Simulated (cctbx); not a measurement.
## Reading a Patterson map

Space group Cmmm (no. 65), a = 4.9560 Å, b = 8.2770 Å, c = 3.9440 Å, α = 90.00°, β = 90.00°, γ = 90.00°, content Dy2 Co8 V2.

Simulated single-crystal data (cctbx): synchrotron X-rays, λ = 0.7749 Å, to d = 0.77 Å, 95 % of the full sphere, strongest reflection 40000 counts, noise from counting, a 2 % proportional error and a noise floor of 15 counts (s.d.); no absorption.

Patterson synthesis, origin scaled to 1000:

```text
Patterson group C m m m
      u       v       w   height  length (A)
  0.000   0.000   0.000   1000.0     0.00
  0.000   0.327   0.000    461.1     2.71
  0.250   0.250   0.500    420.6     3.12
  0.000   0.500   0.500    315.0     4.58
  0.000   0.500   0.000    119.3     4.14
  0.243   0.429   0.500    111.0     4.24
  0.250   0.250   0.000     86.7     2.41
  0.000   0.184   0.500     78.7     2.49
  0.000   0.095   0.228     -1.9     1.20
  0.000   0.405   0.267     -4.6     3.52
  0.245   0.000   0.000     -7.4     1.21
  0.155   0.065   0.152     -7.8     1.11
  0.152   0.398   0.119     -8.1     3.41
  0.222   0.160   0.258    -10.6     2.00
```

Q: Assign the vectors.

A peak at u stands for all pairs with xi − xj = u, with weight Σ ZiZj against Σ Z² = 15602 at the origin. Peak heights follow these weights only roughly, since form factors, motion and series ripples differ, all vectors within 0.55 Å of a peak are counted as merged into it though the farther ones add only part of their weight, and F(000) is left out, which lowers the whole map:

| u | v | w | shortest length (Å) | height | 1000 ΣZiZj/ΣZ² | pairs in the cell |
| --- | --- | --- | --- | --- | --- | --- |
| 0.000 | 0.327 | 0.000 | 2.71 | 461 | 550 | 4 × Dy–Co, 2 × Co–Co |
| 0.250 | 0.250 | 0.500 | 3.12 | 421 | 457 | 4 × Dy–Co |
| 0.000 | 0.500 | 0.500 | 3.17 | 315 | 389 | 4 × Dy–V |
| 0.000 | 0.500 | 0.000 | 2.48 | 119 | 187 | 4 × Co–Co |
| 0.243 | 0.429 | 0.500 | 2.42 | 111 | 187 | 4 × Co–Co |
| 0.250 | 0.250 | 0.000 | 2.41 | 87 | 159 | 4 × Co–V |
| 0.000 | 0.184 | 0.500 | 2.49 | 79 | 159 | 4 × Co–V |

The table stops at ten peaks or at a height of 45, below which ripples compete. In the model behind the data Dy, the heaviest element, has 1 independent site: (1/2, 0, 0), up to an allowed shift of origin. No listed peak is a Dy–Dy vector, so the position follows from the cell content and the cross vectors. The whole model:

| atom | mult. | x | y | z | Ueq (Å²) |
| --- | --- | --- | --- | --- | --- |
| Dy1 | 2 | 1/2 | 0 | 0 | 0.0158 |
| Co1 | 4 | 1/4 | 3/4 | 1/2 | 0.0201 |
| Co2 | 4 | 1/2 | 0.6763 | 0 | 0.0233 |
| V1 | 2 | 0 | 0 | 1/2 | 0.0235 |

This is a model crystal, built by substitution and not relaxed, with assumed displacement parameters.

[Logs are printed without paths, hosts, clocks, repeated set-up lines and the standing remarks that a program may print on its own settings, such as how far it seeks lower states.]
